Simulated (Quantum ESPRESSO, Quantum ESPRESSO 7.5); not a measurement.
**WSi2N4, 1 layer: a series in biaxial strain**

What law, if any, do the results for WSi2N4, 1 layer follow against biaxial strain?

Calculated with Quantum ESPRESSO 7.5; plane-wave DFT, PBE, GBRV ultrasoft pseudopotentials.

**1. The structure**

The cell holds 7 atoms: 4 N, 2 Si and 1 W. Cell: a = 2.920 Å, b = 2.920 Å, c = 22.101 Å, α = 90.0°, β = 90.0°, γ = 120.0°. It derives from WSi2N4. Vacuum lies along c.

Set-up: Cell and atoms are first relaxed; each strained cell is then held and the atoms relax in it. A periodic run with 15 Å of vacuum in the starting cell gives the vacuum levels, and bands follow along a path.

Members -2, -1, 0, 1 and 2 took the same steps and show in the table alone.

**2. Relaxing cell and ions of the reference**

What the set-up leaves free in this member is relaxed.

ref.relax.in

```
&control
  prefix = 'ref.relax'
  outdir = './out'
  pseudo_dir = './pseudo'
  nstep = 80
  forc_conv_thr = 0.0004
  calculation = 'vc-relax'
  etot_conv_thr = 1e-06
/
&system
  ibrav = 0
  nat = 7
  ntyp = 3
  ecutwfc = 50
  ecutrho = 250
  occupations = 'smearing'
  smearing = 'fd'
  degauss = 0.004
/
&electrons
  conv_thr = 1e-09
  mixing_beta = 0.4
  electron_maxstep = 120
  mixing_mode = 'plain'
/
&ions
/
&cell
  cell_dofree = '2Dxy'
  press_conv_thr = 0.3
/
ATOMIC_SPECIES
  N   14.0070  n_pbe_v1.2.uspp.F.UPF
  Si  28.0850  si_pbe_v1.uspp.F.UPF
  W   183.8400  w_pbe_v1.2.uspp.F.UPF
CELL_PARAMETERS angstrom
  2.92000000000000 0.00000000000000 0.00000000000000
  -1.46000000000000 2.52879417905056 0.00000000000000
  0.00000000000000 0.00000000000000 22.10102208348185
ATOMIC_POSITIONS crystal
  N   0.000000000000 0.000000000000 0.339350821499
  Si  0.333333333300 0.666666666700 0.360591118869
  N   0.333333333300 0.666666666700 0.439772977219
  W   0.000000000000 0.000000000000 0.500000000000
  N   0.333333333300 0.666666666700 0.560227022781
  Si  0.333333333300 0.666666666700 0.639408881131
  N   0.000000000000 0.000000000000 0.660649178501
K_POINTS automatic
  12 12 1 0 0 0
```

The run is started by

```
$ OMP_NUM_THREADS=1 mpirun -n 4 pw.x -nk 4 -in ref.relax.in > ref.relax.out
```

Log:

```text
Program PWSCF v.7.5 starts
[citation notice left out]

     Parallel version (MPI & OpenMP), running on       4 processor cores
     Number of MPI processes:                 4
     Threads/MPI process:                     1

     MPI processes distributed on     1 nodes
[...]
Current dimensions of program PWSCF are:
     Max number of different atomic species (ntypx) = 10
     Max number of k-points (npk) =  40000
     Max angular momentum in pseudopotentials (lmaxx) =  4
     Message from routine setup:
     using ibrav=0 with symmetry is DISCOURAGED, use correct ibrav instead

     K-points division:     npool     =       4
     Subspace diagonalization in iterative solution of the eigenvalue problem:
     a serial algorithm will be used

     G-vector sticks info
     --------------------
     sticks:   dense  smooth     PW     G-vecs:    dense   smooth      PW
     Sum         517     421    121                73255    52701    8841

     Using Slab Decomposition

     bravais-lattice index     =            0
     lattice parameter (alat)  =       5.5180  a.u.
     unit-cell volume          =    1101.2991 (a.u.)^3
     number of atoms/cell      =            7
     number of atomic types    =            3
     number of electrons       =        42.00
     number of Kohn-Sham states=           25
     kinetic-energy cutoff     =      50.0000  Ry
     charge density cutoff     =     250.0000  Ry
     scf convergence threshold =      1.0E-09
     mixing beta               =       0.4000
     number of iterations used =            8  plain     mixing
     energy convergence thresh.=      1.0E-06
     force convergence thresh. =      4.0E-04
     press convergence thresh. =      3.0E-01
     Exchange-correlation= SLA  PW   PBE  PBE
                           (   1   4   3   4   0   0   0)
     nstep                     =           80

     celldm(1)=   5.518000  celldm(2)=   0.000000  celldm(3)=   0.000000
     celldm(4)=   0.000000  celldm(5)=   0.000000  celldm(6)=   0.000000

     crystal axes: (cart. coord. in units of alat)
               a(1) = (   1.000000   0.000000   0.000000 )
               a(2) = (  -0.500000   0.866025   0.000000 )
               a(3) = (   0.000000   0.000000   7.568843 )

     reciprocal axes: (cart. coord. in units 2 pi/alat)
               b(1) = (  1.000000  0.577350 -0.000000 )
               b(2) = (  0.000000  1.154701  0.000000 )
               b(3) = (  0.000000 -0.000000  0.132121 )

     PseudoPot. # 1 for N  read from file:
     ./pseudo/n_pbe_v1.2.uspp.F.UPF
     Pseudo is Ultrasoft + core correction, Zval =  5.0
     Generated by new atomic code, or converted to UPF format
     Using radial grid of  729 points,  4 beta functions with:
                l(1) =   0
                l(2) =   0
                l(3) =   1
                l(4) =   1
     Q(r) pseudized with  8 coefficients,  rinner =    0.900   0.900   0.900

     PseudoPot. # 2 for Si read from file:
     ./pseudo/si_pbe_v1.uspp.F.UPF
     Pseudo is Ultrasoft + core correction, Zval =  4.0
     Generated by new atomic code, or converted to UPF format
     Using radial grid of  899 points,  6 beta functions with:
                l(1) =   0
                l(2) =   0
                l(3) =   1
                l(4) =   1
                l(5) =   2
                l(6) =   2
     Q(r) pseudized with  8 coefficients,  rinner =    0.900   0.900   0.900
                                                       0.900   0.900

     PseudoPot. # 3 for W  read from file:
     ./pseudo/w_pbe_v1.2.uspp.F.UPF
     Pseudo is Ultrasoft + core correction, Zval = 14.0
     Generated by new atomic code, or converted to UPF format
     Using radial grid of  923 points,  8 beta functions with:
                l(1) =   0
                l(2) =   0
                l(3) =   0
                l(4) =   1
                l(5) =   1
                l(6) =   2
                l(7) =   2
                l(8) =   3
     Q(r) pseudized with  6 coefficients,  rinner =    1.350   1.350   1.350
                                                       1.350   1.350   1.350
                                                       1.350

     atomic species   valence    mass     pseudopotential
     N                 5.00    14.00700     N ( 1.00)
     Si                4.00    28.08500     Si( 1.00)
     W                14.00   183.84000     W ( 1.00)

     12 Sym. Ops. (no inversion) found

   Cartesian axes

     site n.     atom                  positions (alat units)
         1        N      tau(   1) = (   0.0000000   0.0000000   2.5684932  )
         2        Si     tau(   2) = (  -0.0000000   0.5773503   2.7292576  )
         3        N      tau(   3) = (  -0.0000000   0.5773503   3.3285727  )
         4        W      tau(   4) = (   0.0000000   0.0000000   3.7844216  )
         5        N      tau(   5) = (  -0.0000000   0.5773503   4.2402705  )
         6        Si     tau(   6) = (  -0.0000000   0.5773503   4.8395855  )
         7        N      tau(   7) = (   0.0000000   0.0000000   5.0003500  )

     number of k points=    19  Fermi-Dirac smearing, width (Ry)=  0.0040
                       cart. coord. in units 2pi/alat
        k(    1) = (   0.0000000   0.0000000   0.0000000), wk =   0.0138889
        k(    2) = (   0.0000000   0.0962250   0.0000000), wk =   0.0833333
        k(    3) = (   0.0000000   0.1924501   0.0000000), wk =   0.0833333
        k(    4) = (   0.0000000   0.2886751   0.0000000), wk =   0.0833333
        k(    5) = (   0.0000000   0.3849002   0.0000000), wk =   0.0833333
        k(    6) = (   0.0000000   0.4811252   0.0000000), wk =   0.0833333
        k(    7) = (   0.0000000  -0.5773503   0.0000000), wk =   0.0416667
        k(    8) = (   0.0833333   0.1443376   0.0000000), wk =   0.0833333
        k(    9) = (   0.0833333   0.2405626   0.0000000), wk =   0.1666667
        k(   10) = (   0.0833333   0.3367877   0.0000000), wk =   0.1666667
[...]
k(   19) = (   0.3333333   0.5773503   0.0000000), wk =   0.0277778

     Dense  grid:    73255 G-vectors     FFT dimensions: (  27,  27, 216)

     Smooth grid:    52701 G-vectors     FFT dimensions: (  25,  25, 192)

     Estimated max dynamical RAM per process >     201.94 MB

     Estimated total dynamical RAM >     754.11 MB

     Check: negative core charge=   -0.000001

     Initial potential from superposition of free atoms

     starting charge      41.8983, renormalised to      42.0000

     negative rho (up, down):  6.252E-02 0.000E+00
     Starting wfcs are   37 randomized atomic wfcs

[...]
total   stress  (Ry/bohr**3)                   (kbar)     P=      -14.40
  -0.00004022   0.00000000  -0.00000000           -5.92        0.00       -0.00
   0.00000000  -0.00004022  -0.00000000            0.00       -5.92       -0.00
  -0.00000000  -0.00000000  -0.00021318           -0.00       -0.00      -31.36

     Energy error            =      8.6E-03 Ry
     Gradient error          =      2.9E-02 Ry/Bohr
     Cell gradient error     =      5.9E+00 kbar

     number of scf cycles    =   2
     number of bfgs steps    =   1

     enthalpy           old  =    -259.3581260887 Ry
     enthalpy           new  =    -259.3667256713 Ry

     CASE: enthalpy          _new < enthalpy          _old

     new trust radius        =       0.0458480641 bohr
     new conv_thr            =       0.0000000007 Ry

     new unit-cell volume =   1088.92885 a.u.^3 (   161.36261 Ang^3 )
     density =      3.04645 g/cm^3

CELL_PARAMETERS (angstrom)
   2.903554334  -0.000000000   0.000000000
  -1.451777167   2.514551814   0.000000000
   0.000000000   0.000000000  22.101022083

ATOMIC_POSITIONS (crystal)
N                0.0000000000        0.0000000000        0.3381217973
Si               0.3333333333        0.6666666667        0.3622025508
N                0.3333333333        0.6666666667        0.4421865568
W                0.0000000000        0.0000000000        0.5000000000
N                0.3333333333        0.6666666667        0.5578134432
Si               0.3333333333        0.6666666667        0.6377974492
N                0.0000000000        0.0000000000        0.6618782027

[...]
NEW-OLD atomic charge density approx. for the potential
     New effective cutoffs (rho, wfc):  252.58   50.55

     Check: negative core charge=   -0.000001

     negative rho (up, down):  6.672E-02 0.000E+00

     total cpu time spent up to now is       41.6 secs

     per-process dynamical memory:   101.3 Mb

     Self-consistent Calculation

     iteration #  1     ecut=    50.00 Ry     beta= 0.40
     Davidson diagonalization with overlap
     ethr =  1.00E-06,  avg # of iterations =  6.9

     negative rho (up, down):  6.666E-02 0.000E+00

     total cpu time spent up to now is       43.7 secs

     total energy              =    -259.36833634 Ry
     estimated scf accuracy    <       0.00190432 Ry

[...]
iteration # 10     ecut=    50.00 Ry     beta= 0.40
[...]
negative rho (up, down):  6.669E-02 0.000E+00

[...]
End of self-consistent calculation

[...]
the Fermi energy is     3.6221 ev

!    total energy              =    -259.36875859 Ry
     estimated scf accuracy    <          5.5E-10 Ry
     smearing contrib. (-TS)   =      -0.00000000 Ry
     internal energy E=F+TS    =    -259.36875859 Ry

     The total energy is F=E-TS. E is the sum of the following terms:
     one-electron contribution =   -2441.29986246 Ry
     hartree contribution      =    1229.85238864 Ry
     xc contribution           =     -71.98764824 Ry
     ewald contribution        =    1024.06636348 Ry

     convergence has been achieved in  10 iterations

     negative rho (up, down):  6.669E-02 0.000E+00

     Forces acting on atoms (cartesian axes, Ry/au):

     atom    1 type  1   force =     0.00000000    0.00000000    0.00818471
     atom    2 type  2   force =     0.00000000    0.00000000    0.00105231
     atom    3 type  1   force =     0.00000000    0.00000000    0.00040430
     atom    4 type  3   force =     0.00000000    0.00000000    0.00000000
     atom    5 type  1   force =     0.00000000    0.00000000   -0.00040430
     atom    6 type  2   force =    -0.00000000   -0.00000000   -0.00105231
     atom    7 type  1   force =     0.00000000    0.00000000   -0.00818471

     Total force =     0.011684     Total SCF correction =     0.000064

     Computing stress (Cartesian axis) and pressure

     negative rho (up, down):  6.669E-02 0.000E+00
          total   stress  (Ry/bohr**3)                   (kbar)     P=       -7.03
  -0.00001016   0.00000000   0.00000000           -1.49        0.00        0.00
   0.00000000  -0.00001016   0.00000000            0.00       -1.49        0.00
   0.00000000   0.00000000  -0.00012297            0.00        0.00      -18.09

     Energy error            =      2.0E-03 Ry
     Gradient error          =      8.2E-03 Ry/Bohr
     Cell gradient error     =      1.5E+00 kbar

     number of scf cycles    =   3
     number of bfgs steps    =   2

     enthalpy           old  =    -259.3667256713 Ry
     enthalpy           new  =    -259.3687585902 Ry

     CASE: enthalpy          _new < enthalpy          _old

     new trust radius        =       0.0076598252 bohr
     new conv_thr            =       0.0000000002 Ry

     new unit-cell volume =   1088.38901 a.u.^3 (   161.28261 Ang^3 )
     density =      3.04796 g/cm^3

CELL_PARAMETERS (angstrom)
   2.902834516  -0.000000000   0.000000000
  -1.451417258   2.513928434   0.000000000
   0.000000000   0.000000000  22.101022083

ATOMIC_POSITIONS (crystal)
N                0.0000000000        0.0000000000        0.3383052008
Si               0.3333333333        0.6666666667        0.3622347845
N                0.3333333333        0.6666666667        0.4421965854
W                0.0000000000        0.0000000000        0.5000000000
N                0.3333333333        0.6666666667        0.5578034146
Si               0.3333333333        0.6666666667        0.6377652155
N                0.0000000000        0.0000000000        0.6616947992

[...]
NEW-OLD atomic charge density approx. for the potential
     New effective cutoffs (rho, wfc):  252.71   50.58

     Check: negative core charge=   -0.000001

     negative rho (up, down):  6.668E-02 0.000E+00

     total cpu time spent up to now is       58.4 secs

     per-process dynamical memory:   101.3 Mb

[...]
!    total energy              =    -259.36887466 Ry
[...]
Total force =     0.009233     Total SCF correction =     0.000016
[...]
number of bfgs steps    =   3
[...]
new trust radius        =       0.0084258077 bohr
[...]
!    total energy              =    -259.36898463 Ry
[...]
Total force =     0.007447     Total SCF correction =     0.000013
[...]
number of bfgs steps    =   4
[...]
new trust radius        =       0.0126387115 bohr
[...]
!    total energy              =    -259.36911617 Ry
[...]
Total force =     0.005162     Total SCF correction =     0.000016
[...]
number of bfgs steps    =   5
[...]
new trust radius        =       0.0189580673 bohr
[...]
!    total energy              =    -259.36923366 Ry
[...]
Total force =     0.002303     Total SCF correction =     0.000012
[...]
number of bfgs steps    =   6
[...]
new trust radius        =       0.0098834808 bohr
[...]
!    total energy              =    -259.36925850 Ry
[...]
Total force =     0.001173     Total SCF correction =     0.000013
[...]
number of bfgs steps    =   7
[...]
new trust radius        =       0.0013945085 bohr
[...]
!    total energy              =    -259.36926162 Ry
[...]
Total force =     0.000562     Total SCF correction =     0.000002
[...]
number of bfgs steps    =   8
[...]
new trust radius        =       0.0008371415 bohr
[...]
Self-consistent Calculation

     iteration #  1     ecut=    50.00 Ry     beta= 0.40
[...]
[key lines of the parts left out:]
the Fermi energy is     3.6928 ev
convergence has been achieved in   7 iterations
```

The job ended after 3 min (4 MPI ranks of Intel Xeon Platinum 8375C at 2.90GHz (Ice Lake), shared host; peak memory 0.95 GiB; 12 min of CPU time).

The steps of the relaxation:

```tsv
step	energy less that of the first step (eV)	largest force (eV/Å)	volume (Å³)
1	0.0000	1.7806	163.20
2	-0.1170	0.7439	162.05
3	-0.1447	0.2104	161.36
4	-0.1462	0.1517	161.28
5	-0.1477	0.1106	161.24
6	-0.1495	0.0651	161.24
7	-0.1511	0.0351	161.35
8	-0.1515	0.0145	161.49
9	-0.1515	0.0085	161.56
10	-0.1515	0.0009	161.60
11	-0.1503	0.0010	161.60
```

```tsv
cell as run	before	after	change
a (Å)	2.920	2.906	-0.5 %
b (Å)	2.920	2.906	-0.5 %
```

The atoms that moved most (Å, along periodic axes as changes of fractional coordinates times the final cell, across vacuum about the mean position):

```tsv
atom	dx	dy	dz	length
N3	0.000	0.000	0.062	0.062
N5	0.000	0.000	-0.062	0.062
Si6	0.000	0.000	-0.053	0.053
Si2	0.000	0.000	0.053	0.053
```

 The last row is no step: it is a fresh SCF in the final cell with a new plane-wave basis, +1 meV from the row before.

This step gave:

- free energy: -3528.8974 eV
- Fermi energy: 3.734 eV

[end of part 1 of 7]

[Logs are printed without paths, hosts, clocks, repeated set-up lines and the standing remarks that a program may print on its own settings, such as how far it seeks lower states.]

[Hosts, paths, dates, database ids (printed as entryN), source tags and the programs' standing remarks are cut or masked in the printed files.]

[Maps of the electrostatic potential energy from Ansatz leave out the sawtooth potential of an applied field or a dipole correction, so their vacuum need not be flat; planar profiles and work functions include it.]
